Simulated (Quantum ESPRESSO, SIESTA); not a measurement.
# Out-of-plane response of fcc Pt under biaxial strain, QE, PBEsol

Calculated with Quantum ESPRESSO 7.5: PBEsol; plane waves, GBRV 1.5 ultrasoft, 45/270 Ry; k-mesh 8×8×8. The first two cell vectors are strained alike from typed lattice constants; the third vector's length and the atoms are relaxed. The typed cell isn't stress-free: at zero strain the reference's in-plane stress is -3.6 GPa, compression positive.

| in-plane strain (%) | 100 ln(c/c at zero strain) |
| --- | --- |
| -4 | 5.398 |
| -3 | 4.065 |
| -2 | 2.759 |
| -1 | 1.406 |
| 0 | 0 |
| +1 | -1.459 |
| +2 | -2.97 |
| +3 | -4.588 |
| +4 | ? |

**Question.** Fit a second-order form in the logarithmic strain to the rows given and extrapolate to the withheld row.

**Working.**

With u = ln[(1 + ε)/(1 + ε0)], counted from the row at ε0 = +0 % where y0 = 0, a second-order form y = y0 + a u + b u² makes v = (y − y0)/u a line in u.

| u | v |
| --- | --- |
| -0.0408220 | -132.233 |
| -0.0304592 | -133.457 |
| -0.0202027 | -136.566 |
| -0.0100503 | -139.896 |
| 0.00995033 | -146.628 |
| 0.0198026 | -149.980 |
| 0.0295588 | -155.216 |

With n = 7: mean u = -0.00603178, mean v = -141.997, Σ(u − ū)² = 0.0042136, Σ(u − ū)(v − v̄) = -1.3844. Slope b = -1.3844 / 0.0042136 = -328.57; intercept a = v̄ − b ū = -143.98.

At the withheld row u = 0.03922, v = a + b u = -156.9, and y = y0 + u v.

Prediction at +4: -6.152. The run gave -6.27, so the fit is high by 0.12 (1.9 % of the value).

The first-order term says that the third edge changes by -1.44 % for each per cent of in-plane stretch at ε0. The second-order term makes up 8.2 % of v at the withheld row. Among the rows given, the largest miss of the fit is at -4, by 0.068 (0.58 % of the range of the table).

Limits: The nuclei are static. The DFT runs use Fermi–Dirac occupations of width 0.1 eV, and energies are free energies.

[Hosts, paths, dates, database ids (printed as entryN), source tags and the programs' standing remarks are cut or masked in the printed files.]
